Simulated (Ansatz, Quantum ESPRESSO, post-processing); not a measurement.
# vacuum gap of 6.0 Å between two Ca(100) faces: ballistic transmission, part 3 of 3

Wanted: the transmission near the Fermi level and the conductance of this junction: vacuum gap of 6.0 Å between two Ca(100) faces.

Quantum ESPRESSO 7.5; plane-wave DFT, PBE, GBRV ultrasoft pseudopotentials; cross-check by Ansatz 0.2.0 with PAW datasets.

So far. Step 2 (Self-consistent run): The run needed 17 iterations to bring the estimated error under 1e-07 Ry; the largest force on any atom, held or free, is 0.07 eV/Å. Step 3 (Transmission with pwcond.x): At no point does T exceed the number of channels.

## 4. The open system, with nz1 = 11

Level of this step: transmission by pwcond, lead and junction from one cell; plane-wave DFT, PBE, GBRV ultrasoft pseudopotentials (Quantum ESPRESSO).

A sensitivity test on the input.

Contents of cond.w.in:

```
&inputcond
  outdir = './out'
  prefixt = 'scf'
  tran_file = 'cond.w.dat'
  bdl = 1.4142135624
  bds = 9.3153632478
  ikind = 1
  ewind = 4.0
  epsproj = 1e-05
  nz1 = 11
  energy0 = 0.4
  denergy = -0.4
/
21
  0.00000000 0.00000000 0.01000000
  0.00000000 0.10000000 0.04000000
  0.00000000 0.20000000 0.04000000
  0.00000000 0.30000000 0.04000000
  0.00000000 0.40000000 0.04000000
  0.00000000 0.50000000 0.02000000
  0.10000000 0.10000000 0.04000000
  0.10000000 0.20000000 0.08000000
  0.10000000 0.30000000 0.08000000
  0.10000000 0.40000000 0.08000000
  0.10000000 0.50000000 0.04000000
  0.20000000 0.20000000 0.04000000
  0.20000000 0.30000000 0.08000000
  0.20000000 0.40000000 0.08000000
  0.20000000 0.50000000 0.04000000
  0.30000000 0.30000000 0.04000000
  0.30000000 0.40000000 0.08000000
  0.30000000 0.50000000 0.04000000
  0.40000000 0.40000000 0.04000000
  0.40000000 0.50000000 0.04000000
  0.50000000 0.50000000 0.01000000
3
```

Command:

```console
$ OMP_NUM_THREADS=1 mpirun -n 2 pwcond.x -in cond.w.in > cond.w.out
```

Numbers of over 12 decimals in the logs are rounded to 6 here.

The program printed:

```text
[banner, memory and clock lines left out]
Program PWCOND v.7.5 starts
[citation notice left out]

[...]
./out/scf.save/

     IMPORTANT: XC functional enforced from input :
     Exchange-correlation= PBE
                           (   1   4   3   4   0   0   0)
     Any further DFT definition will be discarded
     Please, verify this is what you really want

     Check: negative core charge=   -0.000001
     Reading collected, re-writing distributed wavefunctions

===== INPUT FILE containing all the regions =====

     GEOMETRY:

     lattice parameter (alat)  =       7.3760  a.u.
     the volume                =    3738.2525 (a.u.)^3
     the cross section         =      54.4059 (a.u.)^2
     l of the unit cell        =       9.3154 (alat)
     number of atoms/cell      =           12
     number of atomic types    =            1

     crystal axes: (cart. coord. in units of alat)
               a(1) = (  1.0000  0.0000  0.0000 )
               a(2) = (  0.0000  1.0000  0.0000 )
               a(3) = (  0.0000  0.0000  9.3154 )

   Cartesian axes

     site n.     atom                  positions (alat units)
          1        Ca     tau(  1)=(  0.0000  0.0000  9.3154  )
          2        Ca     tau(  2)=(  0.5000  0.5000  0.7071  )
          3        Ca     tau(  3)=(  0.0000  0.0000  1.4142  )
          4        Ca     tau(  4)=(  0.5000  0.5000  2.1213  )
          5        Ca     tau(  5)=(  0.0000  0.0000  2.8284  )
          6        Ca     tau(  6)=(  0.5000  0.5000  3.5355  )
          7        Ca     tau(  7)=(  0.0000  0.0000  5.0727  )
          8        Ca     tau(  8)=(  0.5000  0.5000  5.7798  )
          9        Ca     tau(  9)=(  0.0000  0.0000  6.4869  )
         10        Ca     tau( 10)=(  0.5000  0.5000  7.1940  )
         11        Ca     tau( 11)=(  0.0000  0.0000  7.9011  )
         12        Ca     tau( 12)=(  0.5000  0.5000  8.6083  )

     nr1s                      =           30
     nr2s                      =           30
     nr3s                      =          288
     nr1sx                     =           30
     nr2sx                     =           30
     nr3sx                     =          288
     nr1                       =           36
     nr2                       =           36
     nr3                       =          320
     nr1x                      =           36
     nr2x                      =           36
     nr3x                      =          320

 _______________________________
  Radii of nonlocal spheres:

     type       ibeta     ang. mom.          radius (alat units)
       Ca         1         0                    0.2728
       Ca         2         0                    0.2728
       Ca         3         1                    0.2728
       Ca         4         1                    0.2728
       Ca         5         2                    0.2728
       Ca         6         2                    0.2728
----- General information -----

--- T calc. with identical leads (ikind=1) ---

     nrx                       =           30
     nry                       =           30
     nz1                       =           11

     energy0               =         4.0E-01
     denergy               =        -4.0E-01
     nenergy               =          3
     ecut2d                =         4.0E+01
     ewind                 =         4.0E+00
     epsproj               =         1.0E-05

     number of k_|| points=   21
                       cryst. coord.
        k(    1) = (   0.0000000   0.0000000), wk =   0.0100000
        k(    2) = (   0.0000000   0.1000000), wk =   0.0400000
[...]
k(   21) = (   0.5000000   0.5000000), wk =   0.0100000
----- Information about left/right lead -----

     nocros                   =           18
     noins                    =           18
     norb                     =           54
     norbf                    =          198
     nrz                      =           44

      iorb      type   ibeta   ang. mom.   m       position (alat)
        1        1       1        0        1   taunew(   1)=(  0.0000  0.0000  0.0000)
        2        1       2        0        1   taunew(   2)=(  0.0000  0.0000  0.0000)
[...]
54        1       6        2        5   taunew(  54)=(  0.0000  0.0000  1.4142)
    k slab    z(k)  z(k+1)     crossing(iorb=1,norb)
    1   0.0000 0.0321 0.0321   111111111111111111000000000000000000000000000000000000
    2   0.0321 0.0643 0.0321   111111111111111111000000000000000000000000000000000000
[...]
44   1.3821 1.4142 0.0321   000000000000000000000000000000000000111111111111111111
----- Information about scattering region -----

     noins                    =          162
     norb                     =          198
     norbf                    =          198
     nrz                      =          244

      iorb      type   ibeta   ang. mom.   m       position (alat)
        1        1       1        0        1   taunew(   1)=(  0.0000  0.0000 -0.0000)
        2        1       2        0        1   taunew(   2)=(  0.0000  0.0000 -0.0000)
[...]
198        1       6        2        5   taunew( 198)=(  0.0000  0.0000  7.9011)
 ngper, shell number =          177          27
 ngper, n2d =          177         100
---  E-Ef =    0.4000000  k =    0.0000000   0.0000000
---  ie =          1  ik =          1
 Nchannels of the left tip =            0
 Right moving states:
   k1(2pi/a)   k2(2pi/a)   E-Ef (eV)
 Left moving states:
   k1(2pi/a)   k2(2pi/a)   E-Ef (eV)

 to transmit
          E-Ef(ev), T =    0.4000000   0.0000000
---  E-Ef =    0.0000000  k =    0.0000000   0.0000000
---  ie =          2  ik =          1
 Nchannels of the left tip =            0
 Right moving states:
   k1(2pi/a)   k2(2pi/a)   E-Ef (eV)
 Left moving states:
   k1(2pi/a)   k2(2pi/a)   E-Ef (eV)

 to transmit
          E-Ef(ev), T =    0.0000000   0.0000000
---  E-Ef =   -0.4000000  k =    0.0000000   0.0000000
---  ie =          3  ik =          1
 Nchannels of the left tip =            0
 Right moving states:
   k1(2pi/a)   k2(2pi/a)   E-Ef (eV)
 Left moving states:
   k1(2pi/a)   k2(2pi/a)   E-Ef (eV)

 to transmit
          E-Ef(ev), T =   -0.4000000   0.0000000
 ngper, shell number =          177          90
 ngper, n2d =          177         102
[... further energies and points left out ...]
---  E-Ef =    0.4000000  k =    0.5000000   0.5000000
---  ie =          1  ik =         21
 Nchannels of the left tip =            0
 Right moving states:
   k1(2pi/a)   k2(2pi/a)   E-Ef (eV)
 Left moving states:
   k1(2pi/a)   k2(2pi/a)   E-Ef (eV)

 to transmit
          E-Ef(ev), T =    0.4000000   0.0000000
---  E-Ef =    0.0000000  k =    0.5000000   0.5000000
---  ie =          2  ik =         21
 Nchannels of the left tip =            2
 Right moving states:
   k1(2pi/a)   k2(2pi/a)   E-Ef (eV)
   0.3429597  -0.0000077   0.0000000
   0.3464801  -0.0000000   0.0000000
 Left moving states:
   k1(2pi/a)   k2(2pi/a)   E-Ef (eV)
  -0.3429597  -0.0000077   0.0000000
  -0.3464801  -0.0000000   0.0000000

 to transmit
 Band j to band i transmissions and reflections:
    j         i     |T_ij|^2    |R_ij|^2

    1 -->     1     0.00648     0.99352
    1 -->     2     0.00000     0.00000
   Total T_j, R_j =    0.00648  0.99352

    2 -->     1     0.00000     0.00000
    2 -->     2     0.00654     0.99346
   Total T_j, R_j =    0.00654  0.99346

E-Ef(ev), T(x2 spins) =    0.0000000   0.0260480
---  E-Ef =   -0.4000000  k =    0.5000000   0.5000000
---  ie =          3  ik =         21
 Nchannels of the left tip =            2
 Right moving states:
   k1(2pi/a)   k2(2pi/a)   E-Ef (eV)
   0.1152410  -0.0000076  -0.4000000
   0.1213941  -0.0000000  -0.4000000
 Left moving states:
   k1(2pi/a)   k2(2pi/a)   E-Ef (eV)
  -0.1152409  -0.0000076  -0.4000000
  -0.1213941  -0.0000000  -0.4000000

 to transmit
 Band j to band i transmissions and reflections:
    j         i     |T_ij|^2    |R_ij|^2

    1 -->     1     0.00158     0.99842
    1 -->     2     0.00000     0.00000
   Total T_j, R_j =    0.00158  0.99842

    2 -->     1     0.00000     0.00000
    2 -->     2     0.00163     0.99837
   Total T_j, R_j =    0.00163  0.99837

E-Ef(ev), T(x2 spins) =   -0.4000000   0.0064236
   T_tot     0.40000      0.56698E+00
   T_tot     0.00000      0.34397E+00
   T_tot    -0.40000      0.26192E+00

[...]
```

Elapsed: 10 min, on 2 MPI ranks of Arm Neoverse N1, shared host; peak memory 0.32 GiB; 20 min of CPU time.

Beside the run it was changed from:

```tsv
quantity	this run	unchanged run	difference
transmission at the Fermi level, one spin	0.1720	0.1720	0
lead channels at the Fermi level, one spin	1.100	1.100	0
wall time (s)	610	537
```

Over all energies T moves by up to 3.0e-5, at -0.4 eV.

The physical values in this table stay within 0.05 %.

## 5. Cross-check with Ansatz

As a check, the same structure is run in Ansatz.

Level of this step: plane-wave DFT, PBE, Ansatz PAW (Ansatz 0.2.0).

Contents of input.yaml:

```yaml
crystal:
  lattice:
    - [3.9032294321, 0.0, 0.0]
    - [0.0, 3.9032294321, 0.0]
    - [0.0, 0.0, 36.36]
  atoms:
    - { symbol: Ca, position: [0.0, 0.0, 0.0] }
    - { symbol: Ca, position: [0.5, 0.5, 0.0759075908] }
    - { symbol: Ca, position: [0.0, 0.0, 0.1518151815] }
    - { symbol: Ca, position: [0.5, 0.5, 0.2277227723] }
    - { symbol: Ca, position: [0.0, 0.0, 0.303630363] }
    - { symbol: Ca, position: [0.5, 0.5, 0.3795379538] }
    - { symbol: Ca, position: [0.0, 0.0, 0.5445544554] }
    - { symbol: Ca, position: [0.5, 0.5, 0.6204620462] }
    - { symbol: Ca, position: [0.0, 0.0, 0.696369637] }
    - { symbol: Ca, position: [0.5, 0.5, 0.7722772277] }
    - { symbol: Ca, position: [0.0, 0.0, 0.8481848185] }
    - { symbol: Ca, position: [0.5, 0.5, 0.9240924092] }
kpoints:
  mp_grid: { grid: [6, 6, 1] }
hamiltonian:
  xc: pbe
scf:
  occupations: { method: fermi_dirac, width: 0.1 }
  convergence: { dr2_threshold: 1.0e-08 }
output:
  transmission: { leads: [[0, 2]], e_range: [-0.4, 0.4], de: 0.4, kmesh: [10, 10] }
  write_potential: true
  write_density: true
  volumetric_format: npy
```

Command:

```console
$ ansatz run input.yaml --threads 2 --pin off --max-ram 4096MiB --backend cpu --events-out ev --progress --plain --runs-dir out
```

The program printed:

```text
Engine: ansatz 0.2.0, aarch64-unknown-linux-gnu
Pseudopotentials: kind: paw
Pseudopotential: Ca, paw, valence charge 10, recommended cutoff 420 eV (normal), Ca.paw.azcp
Functional definition: PBE
  parameter kappa = 0.804
  parameter beta = 0.066725
  exchange = pbe_x(kappa = kappa, mu = beta*pi^2/3)
  correlation = pbe_c(beta = beta)
Crystal: 12 atoms, lattice volume = 553.952 Å³
Basis set: ecut = 420 eV, 10945 PW (Γ)
Bands: 72, of which v1, the nominal top of the filled ones, is band 60 counted from 1 (59 counted from 0)
Symmetry: 16 space group operations
Space group: P4/nmm (ITA 129), of the structure as read, at distance tolerance 8.2e-5 Å
k-points: 10 of 36
Non-local potential: Ca, projectors of the file, l = 0: 3, l = 1: 2, l = 2: 2
PAW form: soft (Blöchl's): semilocal exchange-correlation on the pseudo side does not see the compensation charge
PAW one-centre angular grid: Ca, 110 points (default); XC on 64 Gauss nodes
Initial density: superposition of atomic densities (neutral atoms: chi_scale 0, normalization atom), corrected by the library's trained network
Initial wavefunctions: pseudopotential atomic-orbital guess
Functional: x = pbe(κ = 0.804, μ = 0.219515), c = pbe(β = 0.066725)
SCF iter   1: F=—  HF=-21801.903921 eV  |F-HF|=—  |Δ(HF+E_count)|=         —  Δρ=3.90e-3  dr2=1.85e1  ethr=1.77e-3  ⟨swp⟩=14.1  Hψ=8879  notcnv=0
automatic band count: the SCF goes on with 84 bands, as 72 were too few: the levels above may hold too much charge
preconditioner: auto → LDOS  [metal: Δε(μ)=0.018 eV  Ē_g=2.430 eV  σ=0.100 eV  W_gap=0.04  n_scr=84 (ndim 8)  ℏωp=7.7 eV  f_vac=0.060  D(μ)=17.48/eV (n_scr^D=146)  β→1.0]
SCF iter   2: F=—  HF=-21801.736222 eV  |F-HF|=—  |Δ(HF+E_count)|=   1.68e-1  Δρ=1.06e-3  dr2=1.72e-1  ethr=1.77e-3  ⟨swp⟩=2.4  Hψ=1041  notcnv=0
SCF iter   3: F=—  HF=-21801.737659 eV  |F-HF|=—  |Δ(HF+E_count)|=   1.44e-3  Δρ=8.41e-4  dr2=3.75e-2  ethr=1.43e-4  ⟨swp⟩=2.5  Hψ=1529  notcnv=0
SCF iter   4: F=—  HF=-21801.736164 eV  |F-HF|=—  |Δ(HF+E_count)|=   1.49e-3  Δρ=3.14e-4  dr2=2.60e-3  ethr=3.12e-5  ⟨swp⟩=2.0  Hψ=942  notcnv=0
SCF iter   5: F=—  HF=-21801.736215 eV  |F-HF|=—  |Δ(HF+E_count)|=   5.17e-5  Δρ=8.80e-5  dr2=2.94e-4  ethr=2.17e-6  ⟨swp⟩=2.0  Hψ=1289  notcnv=0
SCF iter   6: F=—  HF=-21801.736258 eV  |F-HF|=—  |Δ(HF+E_count)|=   4.27e-5  Δρ=3.26e-5  dr2=5.18e-5  ethr=2.45e-7  ⟨swp⟩=2.0  Hψ=1287  notcnv=0
SCF iter   7: F=—  HF=-21801.736258 eV  |F-HF|=—  |Δ(HF+E_count)|=   2.46e-7  Δρ=1.49e-5  dr2=4.02e-6  ethr=4.32e-8  ⟨swp⟩=2.0  Hψ=953  notcnv=0
SCF iter   8: F=—  HF=-21801.737123 eV  |F-HF|=—  |Δ(HF+E_count)|=   8.64e-4  Δρ=4.95e-6  dr2=1.66e-6  ethr=3.35e-9  ⟨swp⟩=2.1  Hψ=1170  notcnv=0
SCF iter   9: F=—  HF=-21801.737123 eV  |F-HF|=—  |Δ(HF+E_count)|=   3.84e-8  Δρ=2.14e-6  dr2=5.02e-8  ethr=1.38e-9  ⟨swp⟩=2.0  Hψ=876  notcnv=0
SCF iter  10: F=-21801.737123 eV  HF=-21801.737123 eV  |F-HF|=1.14e-9  |Δ(HF+E_count)|=   1.86e-9  Δρ=4.80e-7  dr2=3.49e-9  ethr=8.33e-12  ⟨swp⟩=9.2  Hψ=2470  notcnv=0
SCF 1 converged in 10 iterations: F = -21801.737123 eV  dr2 = 3.49e-9
  greatest PAW one-centre occupation: 0.996 electrons in one spin orbital (limit 2), on the Ca atom at site 6 (counted from 0), in its partial waves of l = 0
transmission: 116 of 1134 steps passed
transmission: 227 of 1134 steps passed
[...]
transmission: 1134 of 1134 steps passed
SCF converged after 10 iterations
Free energy (F): -21801.737123 eV
Harris-Foulkes:  -21801.737123 eV  (|F-HF|=1.14e-9)
Internal energy: -21801.193609 eV  (E = F + TS)
E sigma→0 (E₀):  -21801.465366 eV
Entropy (-TS):   -0.543514 eV (-45.293 meV/atom)
Fermi energy:    4.336744 eV
--- Per-component energies (eV) ---
  E_band       = -2183.478580
  E_kinetic    = 3304.571852
  E_local      = -14519.799345  (includes V_loc(G=0)·N_el)
  E_nonlocal   = 763.853678
  E_hartree    = 5536.063554
  E_xc         = -1629.296510
  E_vxc        = -2030.694232  (∫ρ·V_xc dr)
  E_paw        = -10298.838282  (= ΣΔE_a)
  E_vpaw       = -773.537418  (= ΣTr[D̂ρ^β])
  E_aug_tail   = -0.000073  (compensation charges beyond the density's cutoff)
  E_ewald      = -4957.748482
  E_smearing   = -0.543514  (= −TS)
  E_closure    = -0.000000  (closes the sum)
  Σ components = -21801.737123   (vs F -21801.737123, Δ=0.00e0)
--- Band table (eV; the first three rows and the last of 10) ---
  k-point 0: bands = [... 56 lower, 2.6401, 3.1745, 3.4255, 3.7852, 4.4191, 4.9169, 4.9532, 5.0215, ... 20 higher]
  k-point 1: bands = [... 56 lower, 2.8957, 3.4278, 3.6666, 4.0365, 4.5719, 4.8744, 4.9060, 4.9531, ... 20 higher]
  k-point 2: bands = [... 56 lower, 3.5359, 4.0247, 4.1519, 4.1797, 4.2812, 4.3136, 4.4371, 4.5826, ... 20 higher]
  k-point 9: bands = [... 56 lower, 4.3969, 4.3969, 4.5045, 4.5045, 4.8812, 4.8812, 4.8839, 4.8839, ... 20 higher]
--- Transmission ---
  basis      : 137 plane waves across, 54 finite elements along
  points     : 21, standing for a mesh of 10 x 10
  energies   : 3 from -0.400000 to 0.400000 eV about the Fermi level, 0.400000 eV apart; the leads are filled to 0.000000 eV, and channels, transmission and decay are at 0.000000 eV
  crystal 0  : Ca2, at the sites [0, 2], period 5.5200 Å, over 33.12 Å; its Hamiltonian steps by up to 4.7 meV
    offset         : up to 0.0000 Å between an atom of the period and one for which it stands
    channels       : 1.100000e0 a spin
    conductance    : none, the energies end too early or step too widely for 300 K: set another output.transmission.e_range or a lower de, or, where they end at an eighth of basis.ecutwfc, a higher one
    slowest decay  : 0.0141 /Å at (0.4000, 0.3000)
  junction   : crystal 0 to crystal 0, -0.68 to 30.16 Å
    transmission   : 1.665438e-1 a spin
    conductance    : none, the energies end too early or step too widely for 300 K: set another output.transmission.e_range or a lower de, or, where they end at an eighth of basis.ecutwfc, a higher one
```

It took 2.8 min on 2 threads; peak memory 0.94 GiB; 4.8 min of CPU time.

This step gave:

* free energy: -21801.7371 eV
* energy at zero smearing: -21801.4654 eV
* smearing term TS: 0.5435 eV
* Fermi energy: 4.337 eV
* symmetry operations: 16
* transmission at the Fermi level, one spin: 0.1665
* lead channels at the Fermi level, one spin: 1.1
* step of the lead's Hamiltonian over a period: 4.7 meV

Per spin; mean over the k mesh across the current. The transmission, zone mean by energy, zero at the Fermi level:

```tsv
energy (eV)	transmission, zone mean
-0.400	0.129
0.000	0.167
0.400	0.275
```

Per spin; mean over the k mesh across the current. Open channels, zone mean against energy, zero at the Fermi level:

```tsv
energy (eV)	open channels, zone mean
-0.400	0.94
0.000	1.1
0.400	1.24
```

Ansatz finds T = 0.167 against pwcond's 0.172.

## 6. All levels side by side

All levels:

```tsv
step	T at the Fermi level (per spin)	conductance (G0)	r.m.s. T(E) from the first	CPU time of the step (s)	peak memory (GiB)
Ansatz	0.1665	-	0	289.4	0.936
pwcond	0.172	0.172	0.006241	1074	0.32
pwcond, changed setting	0.172	0.172	0.00623	1220	0.32
```

Per spin; mean over the k mesh across the current. Transmission, zone mean against energy, zero at the Fermi level:

```tsv
energy (eV)	Ansatz	pwcond	pwcond, changed setting
-0.400	0.129	0.131	0.131
0.000	0.167	0.172	0.172
0.400	0.275	0.284	0.283
```

## 7. A check by hand

The Landauer sum over the mesh, Σ w T = 0.0800 × 0.542 + 0.0800 × 0.474 + 0.0800 × 0.339 + … = 0.1720.

G = 0.172 × 77.48 µS = 13.3 µS a cell. Times the area of 15.235 Å², the resistance-area product is A/G = 11.4 fΩ m², the leads' contact resistance included.

## 8. Outcome

```yaml
conductance_from_t_at_the_fermi_level_a_cell: 0.172 G₀
conductance_per_area: 87.5 S/μm²
lead_channels_per_spin: 1.10
the_same_conductance_by_ansatz: 0.167 G₀
```

What this shows: The junction conducts 0.172 G₀ a cell at the Fermi level (PBE, GBRV ultrasoft). At the Fermi level the junction passes 16 % of what the leads offer. At the Fermi level pwcond and Ansatz differ by 3.3 %, a close match. Points with over 2.5 times the mean carry 47 % of T, so the mean leans on few points, and the mesh was not tested. Over -0.4 to 0.4 eV, T lies between 0.13 and 0.28 per spin. The geometry is as built, not relaxed, and the leads are short. Semilocal functionals lack the image potential in a vacuum gap.

[Logs are printed without paths, hosts, clocks, repeated set-up lines and the standing remarks that a program may print on its own settings, such as how far it seeks lower states.]

[Hosts, paths, dates, database ids (printed as entryN), source tags and the programs' standing remarks are cut or masked in the printed files.]

[Maps of the electrostatic potential energy from Ansatz leave out the sawtooth potential of an applied field or a dipole correction, so their vacuum need not be flat; planar profiles and work functions include it.]
